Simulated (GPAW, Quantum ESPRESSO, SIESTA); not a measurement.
# In-plane stress of diamond Ge under biaxial strain, QE, PBE

Calculated with Quantum ESPRESSO 7.5: PBE; plane waves, GBRV 1.5 ultrasoft, 45/270 Ry; k-mesh 4×4×4. The first two cell vectors are strained alike from typed lattice constants; the third vector's length and the atoms are relaxed.

| in-plane strain (%) | in-plane stress (GPa, compression positive) |
| --- | --- |
| -4 | 5.219 |
| -3 | ? |
| -2 | 2.325 |
| -1 | 1.046 |
| 0 | -0.15 |
| +1 | -1.183 |
| +2 | -2.233 |
| +3 | -3.173 |
| +4 | -4.032 |

**Question.** Fit a second-order form in the logarithmic strain to the rows given and interpolate to the withheld row.

Worked fit:

With u = ln[(1 + ε)/(1 + ε0)], counted from the row at ε0 = +0 % where y0 = -0.15, a second-order form y = y0 + a u + b u² makes v = (y − y0)/u a line in u.

```
         u         v
-0.0408220  -131.522
-0.0202027  -122.508
-0.0100503  -119.001
0.00995033  -103.816
 0.0198026  -105.188
 0.0295588  -102.271
 0.0392207  -98.9783
```

With n = 7: mean u = 0.00392249, mean v = -111.898, Σ(u − ū)² = 0.0049710, Σ(u − ū)(v − v̄) = 2.0914. Slope b = 2.0914 / 0.0049710 = 420.72; intercept a = v̄ − b ū = -113.55.

At the withheld row u = -0.03046, v = a + b u = -126.4, and y = y0 + u v.

Prediction at -3: 3.699 GPa. The run gave 3.733 GPa, so the fit is low by 0.034 GPa (0.91 % of the value).

The first-order term gives a biaxial modulus of 114 GPa at ε0. The second-order term makes up 10 % of v at the withheld row. Among the rows given, the largest miss of the fit is at +4, by 0.076 GPa (0.82 % of the range of the table).

Limits: The nuclei are static. The DFT runs use Fermi–Dirac occupations of width 0.01 eV, and energies are free energies.

[Logs are printed without paths, hosts, clocks, repeated set-up lines and the standing remarks that a program may print on its own settings, such as how far it seeks lower states.]

[Hosts, paths, dates, database ids (printed as entryN), source tags and the programs' standing remarks are cut or masked in the printed files.]
